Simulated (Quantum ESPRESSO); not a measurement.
# C (Fd-3m): a volume series of phonon spectra

Aim: how the vibrations of C shift with volume, and the expansion that follows.

What experiment has found for this phase:
- volume expansion coefficient 3.5 1e-6/K and bulk modulus 442 GPa near room temperature (given in “High-Throughput Prediction of Finite-Temperature Properties using the Quasi-Harmonic Approximation”, 2016, arXiv:1603.06924)

Method: DFT PBE, scalar-relativistic, plane waves, GBRV ultrasoft pseudopotentials, in Quantum ESPRESSO 7.5.

### Step 1. Set-up

The structure is cubic, space group Fd-3m (No. 227). Conventional cell: a = 3.567 Å, b = 3.567 Å, c = 3.567 Å, α = 90.00°, β = 90.00°, γ = 90.00°. Nearest to C lie 4 C at 1.54 Å.

### Step 2. A first coarse run

Before spending time, one coarse run tells the gap and the pressure of the starting cell.

Input file probe.in:

```
&CONTROL
  calculation = 'scf'
  prefix      = 'x'
  outdir      = './tmp'
  pseudo_dir  = './pseudo'
  tprnfor     = .true.
  tstress     = .true.
  verbosity   = 'high'
/
&SYSTEM
  ibrav       = 0
  nat         = 2
  ntyp        = 1
  ecutwfc     = 45.0
  ecutrho     = 270.0
  occupations = 'smearing'
  smearing    = 'gaussian'
  degauss     = 0.01
/
&ELECTRONS
  conv_thr         = 1.0d-07
  mixing_beta      = 0.7
  electron_maxstep = 100
/
ATOMIC_SPECIES
 C      12.0110  C.upf
CELL_PARAMETERS angstrom
     0.000000000    1.783370000    1.783370000
     1.783370000    0.000000000    1.783370000
     1.783370000    1.783370000    0.000000000
ATOMIC_POSITIONS crystal
 C      0.000000000   0.000000000   0.000000000
 C      0.250000000   0.250000000   0.250000000
K_POINTS automatic
 8 8 8 0 0 0
```

The run is started by

```sh
OMP_NUM_THREADS=1 mpirun -n 4 pw.x -nk 4 -in probe.in > probe.out
```

The log of the run:

```text
Program PWSCF v.7.5

     This program is part of the open-source Quantum ESPRESSO suite
     for quantum simulation of materials; please cite
         "P. Giannozzi et al., J. Phys.:Condens. Matter 21 395502 (2009);
         "P. Giannozzi et al., J. Phys.:Condens. Matter 29 465901 (2017);
         "P. Giannozzi et al., J. Chem. Phys. 152 154105 (2020);
     in publications or presentations arising from this work. More details at

     Message from routine setup:
     using ibrav=0 with symmetry is DISCOURAGED, use correct ibrav instead

     G-vector sticks info
     --------------------
     sticks:   dense  smooth     PW     G-vecs:    dense   smooth      PW
     Sum         421     283     91                 5769     3119     609

     Using Slab Decomposition

     bravais-lattice index     =            0
     lattice parameter (alat)  =       4.7660  a.u.
     unit-cell volume          =      76.5510 (a.u.)^3
     number of atoms/cell      =            2
     number of atomic types    =            1
     number of electrons       =         8.00
     number of Kohn-Sham states=            8
     kinetic-energy cutoff     =      45.0000  Ry
     charge density cutoff     =     270.0000  Ry
     scf convergence threshold =      1.0E-07
     mixing beta               =       0.7000
     number of iterations used =            8  plain     mixing
     Exchange-correlation= SLA  PW   PBE  PBE
                           (   1   4   3   4   0   0   0)

     celldm(1)=   4.766014  celldm(2)=   0.000000  celldm(3)=   0.000000
     celldm(4)=   0.000000  celldm(5)=   0.000000  celldm(6)=   0.000000

     crystal axes: (cart. coord. in units of alat)
               a(1) = (   0.000000   0.707107   0.707107 )
               a(2) = (   0.707107   0.000000   0.707107 )
               a(3) = (   0.707107   0.707107   0.000000 )

     reciprocal axes: (cart. coord. in units 2 pi/alat)
               b(1) = ( -0.707107  0.707107  0.707107 )
               b(2) = (  0.707107 -0.707107  0.707107 )
               b(3) = (  0.707107  0.707107 -0.707107 )

     PseudoPot. # 1 for C  read from file:
     ./pseudo/C.upf
     Pseudo is Ultrasoft + core correction, Zval =  4.0
     Using radial grid of  721 points,  4 beta functions with:
                l(1) =   0
                l(2) =   0
                l(3) =   1
                l(4) =   1
     Q(r) pseudized with  8 coefficients,  rinner =    1.100   1.100   1.100

     atomic species   valence    mass     pseudopotential
     C                 4.00    12.01100     C ( 1.00)

     48 Sym. Ops., with inversion, found (24 have fractional translation)

                                    s                        frac. trans.

      isym =  1     identity

 cryst.   s( 1) = (     1          0          0      )
                  (     0          1          0      )
                  (     0          0          1      )

 cart.    s( 1) = (  1.0000000 -0.0000000  0.0000000 )
                  ( -0.0000000  1.0000000  0.0000000 )
                  ( -0.0000000  0.0000000  1.0000000 )

      isym =  2     180 deg rotation - cart. axis [0,0,1]

 cryst.   s( 2) = (     0          1         -1      )
                  (     1          0         -1      )
                  (     0          0         -1      )

 cart.    s( 2) = ( -1.0000000  0.0000000  0.0000000 )
                  (  0.0000000 -1.0000000  0.0000000 )
                  (  0.0000000 -0.0000000  1.0000000 )

      isym =  3     180 deg rotation - cart. axis [0,1,0]

 cryst.   s( 3) = (     0         -1          1      )
                  (     0         -1          0      )
                  (     1         -1          0      )

 cart.    s( 3) = ( -1.0000000 -0.0000000 -0.0000000 )
                  (  0.0000000  1.0000000 -0.0000000 )
                  (  0.0000000  0.0000000 -1.0000000 )

      isym =  4     180 deg rotation - cart. axis [1,0,0]

 cryst.   s( 4) = (    -1          0          0      )
                  (    -1          0          1      )
                  (    -1          1          0      )

 cart.    s( 4) = (  1.0000000  0.0000000 -0.0000000 )
                  ( -0.0000000 -1.0000000 -0.0000000 )
                  ( -0.0000000 -0.0000000 -1.0000000 )

      isym =  5     180 deg rotation - cart. axis [1,1,0]

 cryst.   s( 5) = (    -1          0          1      )    f =( -0.2500000 )
                  (     0         -1          1      )       ( -0.2500000 )
                  (     0          0          1      )       ( -0.2500000 )

 cart.    s( 5) = ( -0.0000000  1.0000000 -0.0000000 )    f =( -0.3535534 )
                  (  1.0000000 -0.0000000 -0.0000000 )       ( -0.3535534 )
                  (  0.0000000 -0.0000000 -1.0000000 )       ( -0.3535534 )

      isym =  6     180 deg rotation - cart. axis [1,-1,0]

 cryst.   s( 6) = (     0         -1          0      )    f =( -0.2500000 )
                  (    -1          0          0      )       ( -0.2500000 )
                  (     0          0         -1      )       ( -0.2500000 )

 cart.    s( 6) = (  0.0000000 -1.0000000 -0.0000000 )    f =( -0.3535534 )
                  ( -1.0000000  0.0000000 -0.0000000 )       ( -0.3535534 )
                  ( -0.0000000  0.0000000 -1.0000000 )       ( -0.3535534 )

      isym =  7      90 deg rotation - cart. axis [0,0,-1]

 cryst.   s( 7) = (     0          1          0      )    f =( -0.2500000 )
                  (     0          1         -1      )       ( -0.2500000 )
                  (    -1          1          0      )       ( -0.2500000 )

 cart.    s( 7) = (  0.0000000  1.0000000  0.0000000 )    f =( -0.3535534 )
                  ( -1.0000000 -0.0000000  0.0000000 )       ( -0.3535534 )
                  ( -0.0000000 -0.0000000  1.0000000 )       ( -0.3535534 )

      isym =  8      90 deg rotation - cart. axis [0,0,1]

 cryst.   s( 8) = (     1          0         -1      )    f =( -0.2500000 )
                  (     1          0          0      )       ( -0.2500000 )
                  (     1         -1          0      )       ( -0.2500000 )

 cart.    s( 8) = ( -0.0000000 -1.0000000  0.0000000 )    f =( -0.3535534 )
                  (  1.0000000  0.0000000  0.0000000 )       ( -0.3535534 )
                  (  0.0000000  0.0000000  1.0000000 )       ( -0.3535534 )

      isym =  9     180 deg rotation - cart. axis [1,0,1]

 cryst.   s( 9) = (    -1          1          0      )    f =( -0.2500000 )
[...]
cart.    s( 9) = (  0.0000000  0.0000000  1.0000000 )    f =( -0.3535534 )
[...]
k = 0.3536 0.1768-0.1768 (   390 PWs)   bands (ev):

    -4.7231   4.2416   9.8236  10.1520  20.3616  23.4364  23.4391  26.8380

     occupation numbers
     1.0000   1.0000   1.0000   1.0000   0.0000   0.0000   0.0000   0.0000

          k =-0.2652-0.4419 0.4419 (   389 PWs)   bands (ev):

[...]
occupation numbers
[...]
k =-0.1768-0.3536 0.3536 (   392 PWs)   bands (ev):

[...]
occupation numbers
[...]
k =-0.0884-0.2652 0.2652 (   389 PWs)   bands (ev):

[...]
occupation numbers
[...]
k = 0.0000-0.1768 0.1768 (   381 PWs)   bands (ev):

[...]
occupation numbers
[...]
k = 0.3536 0.0000 0.0000 (   375 PWs)   bands (ev):

[...]
occupation numbers
[...]
k = 0.4419 0.0884-0.0884 (   393 PWs)   bands (ev):

[...]
occupation numbers
[...]
k =-0.1768-0.5303 0.5303 (   395 PWs)   bands (ev):

[...]
occupation numbers
[...]
k =-0.0884-0.4419 0.4419 (   394 PWs)   bands (ev):

[...]
occupation numbers
[...]
k = 0.0000-0.3536 0.3536 (   399 PWs)   bands (ev):

[...]
k = 0.5303-0.0000 0.0000 (   387 PWs)   bands (ev):

[...]
k =-0.0884-0.6187 0.6187 (   391 PWs)   bands (ev):

[...]
k = 0.0000-0.5303 0.5303 (   391 PWs)   bands (ev):

[...]
k =-0.7071 0.0000 0.0000 (   388 PWs)   bands (ev):

[...]
k = 0.3536 0.1768 0.0000 (   387 PWs)   bands (ev):

[...]
occupation numbers
[...]
k =-0.2652-0.4419 0.6187 (   393 PWs)   bands (ev):

[...]
occupation numbers
[...]
k =-0.1768-0.3536 0.5303 (   384 PWs)   bands (ev):

[...]
occupation numbers
[...]
k =-0.1768-0.5303 0.7071 (   397 PWs)   bands (ev):

[...]
occupation numbers
[...]
k =-0.0884-0.4419 0.6187 (   390 PWs)   bands (ev):

    -0.3559   2.1929   4.9399   7.0001  20.8915  24.2570  25.8883  28.2748

     occupation numbers
     1.0000   1.0000   1.0000   1.0000   0.0000   0.0000   0.0000   0.0000

          k = 0.0000-0.3536 0.5303 (   391 PWs)   bands (ev):

    -1.1471   2.9547   4.4833   7.8745  21.7289  24.1210  26.4271  27.8794

     occupation numbers
     1.0000   1.0000   1.0000   1.0000   0.0000   0.0000   0.0000   0.0000

          k =-0.7071 0.1768-0.0000 (   392 PWs)   bands (ev):

     0.9368   0.9368   6.0348   6.0348  20.2360  20.2360  28.9046  28.9046

     occupation numbers
     1.0000   1.0000   1.0000   1.0000   0.0000   0.0000   0.0000   0.0000

          k =-0.7071 0.3536 0.0000 (   396 PWs)   bands (ev):

     1.3910   1.3910   5.0267   5.0267  23.9765  23.9765  25.6748  25.6748

     occupation numbers
     1.0000   1.0000   1.0000   1.0000   0.0000   0.0000   0.0000   0.0000

     the Fermi energy is    16.1387 ev

!    total energy              =     -22.96156243 Ry
     estimated scf accuracy    <          7.8E-09 Ry
     smearing contrib. (-TS)   =      -0.00000000 Ry
     internal energy E=F+TS    =     -22.96156243 Ry

     The total energy is F=E-TS. E is the sum of the following terms:
     one-electron contribution =       8.05172128 Ry
     hartree contribution      =       1.93325427 Ry
     xc contribution           =      -7.37184947 Ry
     ewald contribution        =     -25.57468850 Ry

     convergence has been achieved in   5 iterations

     Forces acting on atoms (cartesian axes, Ry/au):

     atom    1 type  1   force =    -0.00000000    0.00000000   -0.00000000
     atom    2 type  1   force =     0.00000000   -0.00000000    0.00000000
     The non-local contrib.  to forces
     atom    1 type  1   force =     0.00000000   -0.00000000    0.00000000
     atom    2 type  1   force =    -0.00000000    0.00000000   -0.00000000
     The ionic contribution  to forces
     atom    1 type  1   force =     0.00000000    0.00000000    0.00000000
     atom    2 type  1   force =     0.00000000   -0.00000000    0.00000000
     The local contribution  to forces
     atom    1 type  1   force =     0.00000000    0.00000000    0.00000000
     atom    2 type  1   force =     0.00000000   -0.00000000    0.00000000
     The core correction contribution to forces
     atom    1 type  1   force =    -0.00000000   -0.00000000    0.00000000
     atom    2 type  1   force =     0.00000000    0.00000000   -0.00000000
     The Hubbard contrib.    to forces
     atom    1 type  1   force =     0.00000000    0.00000000    0.00000000
     atom    2 type  1   force =     0.00000000    0.00000000    0.00000000
     The SCF correction term to forces
     atom    1 type  1   force =     0.00000000   -0.00000000   -0.00000000
     atom    2 type  1   force =    -0.00000000   -0.00000000    0.00000000

     Total force =     0.000000     Total SCF correction =     0.000000

     Computing stress (Cartesian axis) and pressure

          total   stress  (Ry/bohr**3)                   (kbar)     P=       15.33
   0.00010423  -0.00000000  -0.00000000           15.33       -0.00       -0.00
  -0.00000000   0.00010423  -0.00000000           -0.00       15.33       -0.00
  -0.00000000  -0.00000000   0.00010423           -0.00       -0.00       15.33

     kinetic stress (kbar)  17120.83     -0.00      0.00
                               -0.00  17120.83      0.00
                                0.00      0.00  17120.83

     local   stress (kbar)  -1155.60      0.00      0.00
                                0.00  -1155.60      0.00
                                0.00      0.00  -1155.60

     nonloc. stress (kbar)   3580.81     -0.00      0.00
                               -0.00   3580.81      0.00
                                0.00      0.00   3580.81

     hartree stress (kbar)   1238.35     -0.00     -0.00
                               -0.00   1238.35     -0.00
                               -0.00     -0.00   1238.35

     exc-cor stress (kbar)  -3861.29      0.00     -0.00
                                0.00  -3861.29     -0.00
                               -0.00     -0.00  -3861.29

     corecor stress (kbar)   -525.81      0.00      0.00
                                0.00   -525.81     -0.00
                                0.00     -0.00   -525.81

     ewald   stress (kbar) -16381.96     -0.00     -0.00
                               -0.00 -16381.96      0.00
                               -0.00      0.00 -16381.96

     hubbard stress (kbar)      0.00      0.00      0.00
                                0.00      0.00      0.00
                                0.00      0.00      0.00

     DFT-D   stress (kbar)      0.00      0.00      0.00
[...]
XDM     stress (kbar)      0.00      0.00      0.00
[...]
dft-nl  stress (kbar)      0.00      0.00      0.00
                                0.00      0.00      0.00
                                0.00      0.00      0.00

     TS-vdW  stress (kbar)      0.00      0.00      0.00
                                0.00      0.00      0.00
                                0.00      0.00      0.00

     MDB     stress (kbar)      0.00      0.00      0.00
                                0.00      0.00      0.00
                                0.00      0.00      0.00

     3D-RISM stress (kbar)      0.00      0.00      0.00
                                0.00      0.00      0.00
                                0.00      0.00      0.00

     Writing all to output data dir ./tmp/x.save/ :
     XML data file, charge density, pseudopotentials, collected wavefunctions

   JOB DONE.
```

Run time: 0.99 s. Hardware: 4 MPI ranks of Arm Neoverse V2, shared host; 3.5 s of CPU time.

A gap read on the k-mesh alone can miss the band edges.

Numbers from this step:

```
volume per atom   : 5.672 Å³
pressure          : 1.533 GPa
gap on the k-mesh : 4.151 eV
```

The start is under 1.5 GPa at this level and looks like an insulator or semiconductor on this mesh.

(Part 1 of 7 ends here.)

[Logs are printed without paths, hosts, clocks, repeated set-up lines and the standing remarks that a program may print on its own settings, such as how far it seeks lower states.]

[Hosts, paths, dates, database ids (printed as entryN), source tags and the programs' standing remarks are cut or masked in the printed files.]

[A step with changed settings may run another functional than the one named; its input shows which.]

[Of the runs on displaced cells, only some may be shown.]
